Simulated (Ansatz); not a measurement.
## CsSbSe3 (model cell, started as cubic perovskite with Sb in the octahedra): following an unstable mode

Which phase does CsSbSe3 (model cell, started as cubic perovskite with Sb in the octahedra) fall into along its unstable mode, and how much energy does it gain?

Main program and level: Ansatz 0.2.0; DFT PBEsol, scalar-relativistic, plane waves, PAW; PAW set soft_1.

The structure was built from a prototype and need not be the compound's stable phase.

### 1. Starting point

The structure is cubic, space group Pm-3m (No. 221). The conventional cell has a = 5.382 Å, b = 5.382 Å, c = 5.382 Å, α = 90.00°, β = 90.00°, γ = 90.00°. Cs has 12 Se at 3.81 Å nearest. Nearest to Sb lie 6 Se at 2.69 Å. Nearest to Se lie 2 Sb at 2.69 Å and 4 Cs at 3.81 Å. Farther neighbours and most contacts between anions are not listed.

### 2. Response at finite wavevector

The cell comes from relaxations at this level that are not shown. Stability and thermal properties need the whole zone. Linear response on a 2×2×2 q mesh gives force constants as far as a supercell of that size would.

input.yaml reads:

```yaml
crystal:
  lattice:
    - [5.3818518704, 0.0, 0.0]
    - [0.0, 5.3818518704, 0.0]
    - [0.0, 0.0, 5.3818518704]
  atoms:
    - { symbol: Cs, position: [0.0, 0.0, 0.0] }
    - { symbol: Sb, position: [0.5, 0.5, 0.5] }
    - { symbol: Se, position: [0.5, 0.5, 0.0] }
    - { symbol: Se, position: [0.5, 0.0, 0.5] }
    - { symbol: Se, position: [0.0, 0.5, 0.5] }
kpoints:
  mp_grid: { grid: [8, 8, 8] }
hamiltonian:
  xc: pbesol
  pseudopotentials: { kind: paw, azcp: { folder: soft_1 }, xc_functional: pbe }
scf:
  occupations: { method: methfessel_paxton, width: 0.2 }
output:
  eigenvalues: true
phonons:
  method: dfpt
  qmesh: [2, 2, 2]
  temperatures: { t_max: 1000, t_step: 50 }
  qpath:
    path:
      - [[0.0, 0.0, 0.0], [0.0, 0.5, 0.0], [0.5, 0.5, 0.0], [0.0, 0.0, 0.0], [0.5, 0.5, 0.5], [0.0, 0.5, 0.0]]
      - [[0.5, 0.5, 0.5], [0.5, 0.5, 0.0]]
    npoints: 10
```

On the command line:

```sh
> ansatz run input.yaml --threads 8 --pin off --max-ram 16384MiB --backend cpu --events-out ev --progress --plain --runs-dir out
```

Numbers of over 12 decimals in the logs are rounded to 6 here.

What it wrote:

```text
Engine: ansatz 0.2.0, aarch64-unknown-linux-gnu
Pseudopotentials: kind: paw
Pseudopotential: Cs, paw, valence charge 9, recommended cutoff 420 eV (normal), soft_1/Cs.paw.azcp
Pseudopotential: Sb, paw, valence charge 15, recommended cutoff 420 eV (normal), soft_1/Sb.paw.azcp
Pseudopotential: Se, paw, valence charge 16, recommended cutoff 420 eV (normal), soft_1/Se.paw.azcp
Functional definition: PBEsol
  exchange = pbesol_x
  correlation = pbesol_c
Crystal: 5 atoms, lattice volume = 155.882 Å³
Basis set: ecut = 420 eV, 2969 PW (Γ), exchange–correlation on 72×72×72 points (8 copies of the dense FFT grid, shifted against one another)
Bands: 44, of which v1, the nominal top of the filled ones, is band 36 counted from 1 (35 counted from 0)
Symmetry: 48 space group operations
k-points: 35 of 512
Non-local potential: Cs, projectors of the file, l = 0: 3, l = 1: 2, l = 2: 2, l = 3: 2
Non-local potential: Sb, projectors of the file, l = 0: 2, l = 1: 2, l = 2: 2, l = 3: 1
Non-local potential: Se, projectors of the file, l = 0: 2, l = 1: 2, l = 2: 3, l = 3: 1
PAW form: soft (Blöchl's): semilocal exchange-correlation on the pseudo side does not see the compensation charge
PAW frozen core: Cs, regenerated for the run's functional, and the local potential with it (the file was generated under x = pbe(κ = 0.804, μ = 0.219515), c = pbe(β = 0.066725))
PAW frozen core: Sb, regenerated for the run's functional, and the local potential with it (the file was generated under x = pbe(κ = 0.804, μ = 0.219515), c = pbe(β = 0.066725))
PAW frozen core: Se, regenerated for the run's functional, and the local potential with it (the file was generated under x = pbe(κ = 0.804, μ = 0.219515), c = pbe(β = 0.066725))
PAW one-centre angular grid: Cs, 194 points (default); XC on 64 Gauss nodes
PAW one-centre angular grid: Sb, 590 points (default); XC on 64 Gauss nodes
PAW one-centre angular grid: Se, 590 points (default); XC on 64 Gauss nodes
Initial density: superposition of atomic densities (chi_scale 0.1, normalization cell, long waves kept (reshape's long-wave potential 0.00 eV rms))
Initial wavefunctions: pseudopotential atomic-orbital guess
Functional: x = pbesol(κ = 0.804, μ = 0.123457), c = pbesol(β = 0.046)
SCF iter   1: F=—  HF=-28269.915602 eV  |F-HF|=—  |Δ(HF+E_count)|=         —  Δρ=3.03e-2  dr2=3.71e0  ethr=3.10e-3  ⟨swp⟩=8.1  Hψ=6602  notcnv=0
preconditioner: auto → LDOS  [metal: Δε(μ)=0.078 eV  Ē_g=9.919 eV  σ=0.200 eV  W_gap=0.32  n_scr=32 (ndim 8)  ℏωp=16.3 eV  f_vac=0.024  D(μ)=3.85/eV (n_scr^D=26)  β→1.0]
SCF iter   2: F=—  HF=-28268.346026 eV  |F-HF|=—  |Δ(HF+E_count)|=    1.57e0  S|Δr|=    0.00e0  Δρ=1.18e-2  dr2=2.24e-1  ethr=3.10e-3  ⟨swp⟩=4.1  Hψ=2859  notcnv=0  defer=68
SCF iter   3: F=—  HF=-28268.293604 eV  |F-HF|=—  |Δ(HF+E_count)|=   5.24e-2  S|Δr|=    0.00e0  Δρ=2.41e-3  dr2=1.20e-2  ethr=3.10e-4  ⟨swp⟩=2.1  Hψ=3175  notcnv=0  defer=67
SCF iter   4: F=—  HF=-28268.286106 eV  |F-HF|=—  |Δ(HF+E_count)|=   7.50e-3  S|Δr|=    0.00e0  Δρ=5.91e-4  dr2=6.08e-4  ethr=1.67e-5  ⟨swp⟩=2.0  Hψ=2878  notcnv=0  defer=67
SCF iter   5: F=—  HF=-28268.286030 eV  |F-HF|=—  |Δ(HF+E_count)|=   7.61e-5  S|Δr|=    0.00e0  Δρ=1.98e-4  dr2=8.97e-5  ethr=8.45e-7  ⟨swp⟩=2.0  Hψ=2730  notcnv=0  defer=67
SCF iter   6: F=—  HF=-28268.286060 eV  |F-HF|=—  |Δ(HF+E_count)|=   2.97e-5  S|Δr|=    0.00e0  Δρ=6.32e-5  dr2=7.58e-6  ethr=1.25e-7  ⟨swp⟩=3.0  Hψ=3027  notcnv=0  defer=67
SCF iter   7: F=—  HF=-28268.286063 eV  |F-HF|=—  |Δ(HF+E_count)|=   3.05e-6  S|Δr|=    0.00e0  Δρ=1.22e-5  dr2=2.67e-7  ethr=1.05e-8  ⟨swp⟩=2.0  Hψ=2205  notcnv=0  defer=67
SCF iter   8: F=—  HF=-28268.286063 eV  |F-HF|=—  |Δ(HF+E_count)|=   2.08e-7  S|Δr|=    0.00e0  Δρ=1.79e-6  dr2=3.66e-9  ethr=3.71e-10  ⟨swp⟩=2.3  Hψ=2622  notcnv=0  defer=67
SCF iter   9: F=—  HF=-28268.286063 eV  |F-HF|=—  |Δ(HF+E_count)|=   2.23e-9  S|Δr|=    0.00e0  Δρ=3.40e-7  dr2=1.46e-10  ethr=5.08e-12  ⟨swp⟩=2.0  Hψ=2558  notcnv=0  defer=67
SCF iter  10: F=-28268.286063 eV  HF=-28268.286063 eV  |F-HF|=1.82e-11  |Δ(HF+E_count)|=  2.07e-10  S|Δr|=    0.00e0  Δρ=4.81e-8  dr2=4.17e-12  ethr=1.00e-12  ⟨swp⟩=14.7  Hψ=9280  notcnv=0
SCF 1 converged in 10 iterations: F = -28268.286063 eV  dr2 = 4.17e-12
  greatest PAW one-centre occupation: 1.000 electrons in one spin orbital (limit 2), on the Se atom at site 4 (counted from 0), in its partial waves of l = 2
Initial density: read from a saved state, or passed on in memory by an earlier SCF of this step, an earlier step, the calling program or the single point that the run made first
iter 1 solved again at ethr=1.91e-7 eV; its pass at ethr=3.10e-3 eV (dr2=1.38e-4 eV) is discarded
SCF iter   1: F=—  HF=-28268.286065 eV  |F-HF|=—  |Δ(HF+E_count)|=         —  Δρ=4.18e-7  dr2=2.42e-10  ethr=1.91e-7  ⟨swp⟩=3.3  Hψ=10367  notcnv=0
eigensolver tolerance schedule: the retry pair's looser diagonalisation over-reported the residual by 568886.87 of it (diagonalisation noise at an unbounded share of the residual, at the tolerance the schedule requests for it); recorded, not acted on — ethr = c·dr2/N_el stays at c = 1.0e-1
preconditioner: auto → LDOS  [metal: Δε(μ)=0.004 eV  Ē_g=10.031 eV  σ=0.200 eV  W_gap=0.02  n_scr=32 (ndim 8)  ℏωp=16.3 eV  f_vac=0.038  D(μ)=4.27/eV (n_scr^D=26)  β→1.0]
SCF iter   2: F=—  HF=-28268.286063 eV  |F-HF|=—  |Δ(HF+E_count)|=   1.97e-6  S|Δr|=    0.00e0  Δρ=4.18e-7  dr2=2.62e-10  ethr=1.00e-12  ⟨swp⟩=4.2  Hψ=4632  notcnv=0
SCF iter   3: F=—  HF=-28268.286063 eV  |F-HF|=—  |Δ(HF+E_count)|=  9.46e-11  S|Δr|=    0.00e0  Δρ=2.13e-7  dr2=5.71e-11  ethr=1.00e-12  ⟨swp⟩=3.0  Hψ=2880  notcnv=0
SCF iter   4: F=—  HF=-28268.286063 eV  |F-HF|=—  |Δ(HF+E_count)|=  7.28e-12  S|Δr|=    0.00e0  Δρ=1.36e-7  dr2=2.32e-11  ethr=1.00e-12  ⟨swp⟩=1.0  Hψ=1540  notcnv=0
SCF iter   5: F=-28268.286063 eV  HF=-28268.286063 eV  |F-HF|=1.46e-11  |Δ(HF+E_count)|=    0.00e0  S|Δr|=    0.00e0  Δρ=7.08e-8  dr2=6.47e-12  ethr=1.00e-12  ⟨swp⟩=3.5  Hψ=4830  notcnv=0
SCF 2 converged in 5 iterations: F = -28268.286063 eV  dr2 = 6.47e-12
phonons: the bands overlap, so this run is a metal and interpolates without the dipole-dipole term. If the crystal is really an insulator or semiconductor, its LO-TO splitting is missing
NSCF: frozen V_eff on 35 k-points
NSCF: frozen V_eff on 125 k-points
DFPT response loops at q = (0, 0, 0) (fractional): preconditioner auto → Kerker (q_TF=auto, 2.399 Å⁻¹) (partly filled bands, converged f_vac=0.038); β = 1.00, the filter's whole step (`scf.mixing.beta` (0.50) is not read by the response loops under this deck's `scf.mixing.preconditioner`; to damp them name `kerker` or `kerker_dos`, under which they read `scf.mixing.beta`, and type it under 1.00, their step now; both keys bind the ground state too); Broyden in place of MSR1
NSCF: frozen V_eff on 250 k-points
DFPT response loops at q = (0, 0, -0.5) (fractional): mixed as the last ones told, above
NSCF: frozen V_eff on 250 k-points
DFPT response loops at q = (0, -0.5, -0.5) (fractional): mixed as the last ones told, above
NSCF: frozen V_eff on 250 k-points
DFPT response loops at q = (-0.5, -0.5, -0.5) (fractional): mixed as the last ones told, above
SCF converged after 10 iterations
Stability not checked: this state was not tested for a lower state beside it, because cold or Methfessel-Paxton smearing, or corrected tetrahedra, fill the levels in a way that the test cannot read (fill_not_monotonic; see scf.lower_state_search)
Free energy (F): -28268.286063 eV
Harris-Foulkes:  -28268.286063 eV  (|F-HF|=1.82e-11)
Internal energy: -28268.291537 eV  (E = F + TS)
E sigma→0 (E₀):  -28268.287432 eV
Entropy (-TS):   0.005474 eV (1.095 meV/atom)
Fermi energy:    6.202069 eV
--- Per-component energies (eV) ---
  E_band       = -1450.853443
  E_kinetic    = 638.511276
  E_local      = -11211.535632  (includes V_loc(G=0)·N_el)
  E_nonlocal   = -642.268341
  E_hartree    = 5598.393738
  E_xc         = -529.254816
  E_vxc        = -498.309736  (∫ρ·V_xc dr)
  E_paw        = -15704.248959  (= ΣΔE_a)
  E_vpaw       = -934.037462  (= ΣTr[D̂ρ^β])
  E_aug_tail   = -0.001098  (compensation charges beyond the density's cutoff)
  E_ewald      = -6421.389080
  E_core_change = 3.501375  (= ΣΔE_core)
  E_smearing   = 0.005474  (= −TS)
  E_closure    = -0.000000  (closes the sum)
  Σ components = -28268.286063   (vs F -28268.286063, Δ=0.00e0)
--- Band table (eV; the first three rows and the last of 35) ---
  k-point 0: bands = [... 32 lower, 5.5994, 5.5994, 5.9322, 5.9322, 5.9322, 10.5422, 10.6744, 10.6744, ... 4 higher]
  k-point 1: bands = [... 32 lower, 5.5354, 5.5354, 5.8304, 5.8718, 5.8718, 10.8108, 10.8250, 10.9024, ... 4 higher]
  k-point 2: bands = [... 32 lower, 5.3849, 5.3849, 5.6739, 5.7411, 5.7411, 10.9344, 11.1713, 11.3238, ... 4 higher]
  k-point 34: bands = [... 32 lower, 5.1016, 6.6811, 6.6811, 6.6811, 6.9566, 6.9566, 6.9566, 8.8366, ... 4 higher]
--- Phonons (Γ-DFPT): 4 representative perturbations + reference (Σ response iterations 12) ---
  ASR residual: 2.033e-4 → 0.000e0 eV/Å²; symmetrization residual: 2.284e-5 eV/Å²
  ASR residual per site (eV/Å²): 5.86e-5 9.45e-5 2.03e-4 2.03e-4 2.03e-4
  Γ frequencies (cm⁻¹): -65.66 -65.66 -65.66 0.00 0.00 0.00 17.45 17.45 17.45 65.69 65.69 65.69 96.85 96.85 96.85
--- Phonons (arbitrary-q DFPT): 4 irreducible q on the 2×2×2 mesh ---
  q = [0.0000, 0.0000, 0.0000] (star 1, of the zone-centre solve; hermiticity 2.38e-5, symmetrization 4.33e-11): -65.66 -65.66 -65.66 -0.00 0.00 0.00 17.45 17.45 17.45 65.69 65.69 65.69 96.85 96.85 96.85
  q = [0.0000, 0.0000, -0.5000] (star 3, 9 solved perturbations in 975 linear systems a pass and spin channel, the states on 125 of 512 k-point pairs; hermiticity 4.95e-6, symmetrization 1.05e-7): -67.88 -63.39 -49.73 -49.73 -42.90 -42.90 38.82 38.82 54.01 59.13 59.13 106.59 106.59 129.25 142.72
  q = [0.0000, -0.5000, -0.5000] (star 3, 9 solved perturbations in 975 linear systems a pass and spin channel, the states on 125 of 512 k-point pairs; hermiticity 1.02e-5, symmetrization 1.24e-7): -65.40 -65.40 -34.52 -34.35 -34.35 -6.31 32.50 50.38 58.89 58.89 110.91 131.46 131.46 134.31 152.67
  q = [-0.5000, -0.5000, -0.5000] (star 1, 4 solved perturbations in 350 linear systems a pass and spin channel, the states on 125 of 512 k-point pairs; hermiticity 1.66e-6, symmetrization 5.10e-8): -57.53 -57.53 -57.53 33.60 33.60 33.60 61.24 61.24 61.24 132.35 132.35 132.35 134.07 134.07 165.47
  sum rule: each row above includes the acoustic sum rule's correction from the zone centre's row sums; it moved no ω² by more than (0.84 cm⁻¹)²
  mesh force constants: q→R imaginary residual 5.22e-18; ASR residual 2.033e-4 → 0.000e0 eV/Å²; symmetrization residual 5.329e-15 eV/Å²
  interpolated dispersion: 62 rows × 15 modes
  density of states and harmonic sums: on the 12×12×12 q-mesh, interpolated from the force constants of a 2×2×2 supercell (no non-analytic term)
  largest difference from the sums on the solved wave vectors: F 7.66e-3 eV, S 1.58e-5 and C_V 8.80e-6 eV/K
  zero-point energy: 0.050538 eV/cell   skipped modes (ω ≤ 0): 453, of them read as no rigid motion or as one in doubt: 450 (5.529e0 modes/cell left out, lowest -67.88 cm⁻¹)   left out of the sums: 3.69e-1 of the cell's modes: C_V's classical limit lies that fraction below 3 k_B per atom; for a crystal, a wire or a layer, F and S can be off by more, and a phonons.interpolated_qmesh denser along its periods is the remedy for the sampling
```

The job ended after 4.2 min (8 threads of Arm Neoverse V2, shared host; peak memory 2.5 GiB; 32 min of CPU time).

The column dr2 measures how far the density is from self-consistency, as an energy; F and HF (Harris–Foulkes) agree once it is small.

Numbers from this step:

```yaml
volume_per_atom: 31.18 Å³
gap_on_the_k_mesh: 0 eV
sum_rule_residual_before_enforcement: 2.03e-4 eV/Å²
lowest_frequency_on_the_path: -67.88 cm⁻¹
point_group: m-3m
highest_frequency_on_the_path_or_at_a_solved_wavevector: 165.5 cm⁻¹
highest_optical_mode_at_the_zone_centre_no_lo_to_term: 96.85 cm⁻¹
lowest_optical_zone_centre_mode: -65.66 cm⁻¹
lowest_mode_on_the_q_mesh_acoustic_modes_at_gamma_apart: -67.88 cm⁻¹
```

Frequencies (cm⁻¹) solved at each irreducible wavevector; negative means imaginary. Frequencies by wavevector, by row:

| q in reciprocal lattice units | star | mode 1 | mode 2 | mode 3 | mode 4 | mode 13 | mode 14 | mode 15 |
| --- | --- | --- | --- | --- | --- | --- | --- | --- |
| 0 0 0 | 1 | -65.7 | -65.7 | -65.7 | 0 | 96.8 | 96.8 | 96.8 |
| 0 0 -0.5 | 3 | -67.9 | -63.4 | -49.7 | -49.7 | 106.6 | 129.2 | 142.7 |
| 0 -0.5 -0.5 | 3 | -65.4 | -65.4 | -34.5 | -34.4 | 131.5 | 134.3 | 152.7 |
| -0.5 -0.5 -0.5 | 1 | -57.5 | -57.5 | -57.5 | 33.6 | 134.1 | 134.1 | 165.5 |

Interpolated from a 2×2×2 q mesh. The phonon branches at the labelled points (cm⁻¹):

```csv
point,branch 1,branch 2,branch 3,branch 4,branch 12,branch 13,branch 14,branch 15
Γ,-66,-66,-66,0,66,97,97,97
halfway,-62,-60,-60,-43,89,102,102,123
X,-68,-63,-50,-50,107,107,129,143
halfway,-66,-51,-51,-44,108,126,130,146
M,-65,-65,-34,-34,132,132,134,153
halfway,-58,-56,-55,-45,91,105,122,130
Γ,-66,-66,-66,0,66,97,97,97
halfway,-55,-55,-52,-33,92,123,123,137
R,-58,-58,-58,34,132,134,134,166
halfway,-58,-55,-55,-28,124,128,131,150
X,-68,-63,-50,-50,107,107,129,143
jump to R,-58,-58,-58,34,132,134,134,166
halfway,-61,-61,-48,-13,132,132,134,158
M,-65,-65,-34,-34,132,132,134,153
```

Symmetry leaves 4 wavevectors to solve. The lowest mode among them, the acoustic zeros apart, lies at q = (0, 0, -0.5) and is imaginary, 67.9i cm⁻¹, so the energy falls along it.

### 3. The mode frozen in, largest atomic shift 0 Å

The mode followed lies at q = (0, 0, -0.5) with frequency 67.9i cm⁻¹, the softest among the wavevectors solved. At small amplitude the distorted cell has space group no. 123 by a symmetry search on the positions. The undistorted cell that holds it gives the zero of energy on the same k mesh.

System of this step: CsSbSe3 (model cell, started as cubic perovskite with Sb in the octahedra). The structure is cubic, space group Pm-3m (No. 221). Conventional cell: a = 5.382 Å, b = 5.382 Å, c = 5.382 Å, α = 90.00°, β = 90.00°, γ = 90.00°. Cs has 12 Se at 3.81 Å nearest. Nearest to Sb lie 6 Se at 2.69 Å. Nearest to Se lie 2 Sb at 2.69 Å and 4 Cs at 3.81 Å. Nearest to Se lie 2 Sb at 2.69 Å and 4 Cs at 3.81 Å. Farther neighbours and most contacts between anions are not listed.

input.yaml reads:

```yaml
crystal:
  lattice:
    - [5.3818518704, 0.0, 0.0]
    - [0.0, 5.3818518704, 0.0]
    - [0.0, 0.0, 10.7637037408]
  atoms:
    - { symbol: Cs, position: [0.0, 0.0, 0.5] }
    - { symbol: Cs, position: [0.0, 0.0, 0.0] }
    - { symbol: Sb, position: [0.5, 0.5, 0.25] }
    - { symbol: Sb, position: [0.5, 0.5, 0.75] }
    - { symbol: Se, position: [0.5, 0.5, 0.0] }
    - { symbol: Se, position: [0.5, 0.5, 0.5] }
    - { symbol: Se, position: [0.5, 0.0, 0.25] }
    - { symbol: Se, position: [0.5, 0.0, 0.75] }
    - { symbol: Se, position: [0.0, 0.5, 0.25] }
    - { symbol: Se, position: [0.0, 0.5, 0.75] }
kpoints:
  mp_grid: { grid: [8, 8, 4] }
hamiltonian:
  xc: pbesol
  pseudopotentials: { kind: paw, azcp: { folder: soft_1 }, xc_functional: pbe }
scf:
  occupations: { method: methfessel_paxton, width: 0.2 }
output:
  forces: true
  stress: true
  eigenvalues: true
```

What it wrote:

```text
[...]
Crystal: 10 atoms, lattice volume = 311.763 Å³
Basis set: ecut = 420 eV, 5995 PW (Γ), exchange–correlation on 72×72×144 points (8 copies of the dense FFT grid, shifted against one another)
Bands: 87, of which v1, the nominal top of the filled ones, is band 72 counted from 1 (71 counted from 0)
Symmetry: 32 space group operations
[...]
k-points: 45 of 256
[...]
k-point 0: bands = [... 68 lower, 5.5994, 5.5994, 5.9322, 5.9322, 5.9322, 6.4221, 8.1584, 10.5422, ... 11 higher]
  k-point 1: bands = [... 68 lower, 5.6227, 5.6227, 5.8304, 5.8691, 5.8718, 5.8718, 9.2331, 10.8108, ... 11 higher]
  k-point 2: bands = [... 68 lower, 5.6739, 5.6739, 5.7411, 5.7411, 5.7411, 5.7411, 10.9345, 10.9345, ... 11 higher]
  k-point 44: bands = [... 68 lower, 5.8063, 5.8063, 6.6591, 6.6591, 7.5274, 7.5274, 7.5562, 7.5562, ... 11 higher]
[key lines of the parts left out:]
SCF converged after 8 iterations
Free energy (F): -56536.572126 eV
Fermi energy:    6.202094 eV
P = ⅓ Tr σ = -0.0008 GPa (-0.008 kbar)
```

Elapsed: 8.8 s, on 8 threads; peak memory 1.8 GiB.

This step gave:

```
pressure                         : -8.35e-4 GPa
energy from the undistorted cell : 0 meV/atom
```

The run ends at a pressure of 0.00 GPa.

### 4. The mode frozen in, largest atomic shift 0.32 Å

The atoms are moved along the unstable eigenvector, the largest shift by 0.32 Å, with the cell fixed.

input.yaml, the sections that differ from step 3:

```yaml
crystal:
  lattice:
    - [5.3818518704, 0.0, 0.0]
    - [0.0, 5.3818518704, 0.0]
    - [0.0, 0.0, 10.7637037408]
  atoms:
    - { symbol: Cs, position: [0.0, 0.0, 0.5] }
    - { symbol: Cs, position: [0.0, 0.0, 0.0] }
    - { symbol: Sb, position: [0.5, 0.5, 0.2383271678] }
    - { symbol: Sb, position: [0.5, 0.5, 0.7616728322] }
    - { symbol: Se, position: [0.5, 0.5, 0.0] }
    - { symbol: Se, position: [0.5, 0.5, 0.5] }
    - { symbol: Se, position: [0.5, 0.0, 0.2797295436] }
    - { symbol: Se, position: [0.5, 0.0, 0.7202704564] }
    - { symbol: Se, position: [0.0, 0.5, 0.2797295436] }
    - { symbol: Se, position: [0.0, 0.5, 0.7202704564] }
# kpoints, hamiltonian, scf, output: as in step 3
```

What it wrote:

```text
[...]
Crystal: 10 atoms, lattice volume = 311.763 Å³
Basis set: ecut = 420 eV, 5995 PW (Γ), exchange–correlation on 72×72×144 points (8 copies of the dense FFT grid, shifted against one another)
Bands: 87, of which v1, the nominal top of the filled ones, is band 72 counted from 1 (71 counted from 0)
Symmetry: 16 space group operations
[...]
k-points: 45 of 256
[...]
k-point 0: bands = [... 68 lower, 5.6462, 5.6652, 5.6652, 6.0689, 6.0689, 6.9033, 7.9752, 10.2894, ... 11 higher]
  k-point 1: bands = [... 68 lower, 5.5845, 5.7128, 5.7128, 6.0153, 6.0153, 6.4554, 9.0398, 10.5139, ... 11 higher]
  k-point 2: bands = [... 68 lower, 5.5156, 5.7678, 5.7678, 5.9468, 5.9468, 6.2496, 10.2590, 10.8718, ... 11 higher]
  k-point 44: bands = [... 68 lower, 5.8567, 5.8567, 6.6955, 6.7522, 6.9958, 7.7213, 7.7213, 7.9685, ... 11 higher]
[key lines of the parts left out:]
SCF converged after 10 iterations
Free energy (F): -56536.715536 eV
Fermi energy:    6.340390 eV
P = ⅓ Tr σ = -0.0938 GPa (-0.938 kbar)
```

The job ended after 10 s (8 threads; peak memory 1.8 GiB).

This step gave:

| Quantity | Value |
| --- | --- |
| pressure | -0.09375 GPa |
| energy from the undistorted cell | -13.84 meV/atom |

The energy, extrapolated to zero smearing, is -13.84 meV/atom against the undistorted cell.

The run ends at a pressure of -0.09 GPa, with forces up to 0.39 eV/Å.

(Part 1 of 3 ends here.)

[Logs are printed without paths, hosts, clocks, repeated set-up lines and the standing remarks that a program may print on its own settings, such as how far it seeks lower states.]

[Hosts, paths, dates, database ids (printed as entryN), source tags and the programs' standing remarks are cut or masked in the printed files.]
